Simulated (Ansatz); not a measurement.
# CrB4: which shell does photoemission see at 21.2 and 150 eV? (r²SCAN)

The valence band of CrB4 mixes several shells. Work out by hand which one leads the spectrum's area at each photon energy.

Filled states come from the projected DOS of Ansatz 0.2.0 (r²SCAN, plane waves); cross sections σ and asymmetry parameters β are those of free atoms in a Dirac–Hartree–Slater calculation. A shell's area is states × σ × angular factor, which is 1 − β·P₂(cos θ)/2 for unpolarised light, with θ = 54.7° from the beam and P₂ = 0.001.

**At 21.2 eV** (states counted from 11.2 eV below the zero; other shells add 0.023 to the products' sum of 49.4):

| shell | filled states a cell | cross section (Mb an electron) | β | angular factor | product | share by hand (%) | share in the simulated spectrum (%) |
| --- | --- | --- | --- | --- | --- | --- | --- |
| Cr 3d | 10.22 | 1.87 | 0.13 | 1.00 | 19.1 | 39 | 39 |
| B 2s | 3.23 | 0.802 | 2.00 | 1.00 | 2.59 | 5 | 5 |
| B 2p | 17.22 | 1.61 | 1.48 | 1.00 | 27.6 | 56 | 56 |

**At 150 eV** (states counted from 17.2 eV below the zero; other shells add 0.0065 to the products' sum of 2.79):

| shell | filled states a cell | cross section (Mb an electron) | β | angular factor | product | share by hand (%) | share in the simulated spectrum (%) |
| --- | --- | --- | --- | --- | --- | --- | --- |
| Cr 3d | 10.44 | 0.227 | 1.12 | 1.00 | 2.37 | 85 | 85 |
| B 2s | 5.52 | 0.0496 | 2.00 | 1.00 | 0.274 | 10 | 10 |
| B 2p | 19.11 | 0.00756 | 1.10 | 1.00 | 0.144 | 5 | 5 |

B 2p leads at 21.2 eV and Cr 3d at 150 eV. Between the two energies σ of B 2p changes by a factor 0.0047 and that of Cr 3d by 0.12, so their ratio moves 26-fold in favour of the second. The simulated spectrum uses the same rule on the energy-resolved DOS, so the two share columns agree within a few points.

Only crystals where the two columns agree within 4 points and the lead is clear are worked in this form. Free-atom cross sections ignore the solid's final states, no escape depth or background enters, and the count of states a shell hangs on the projection.
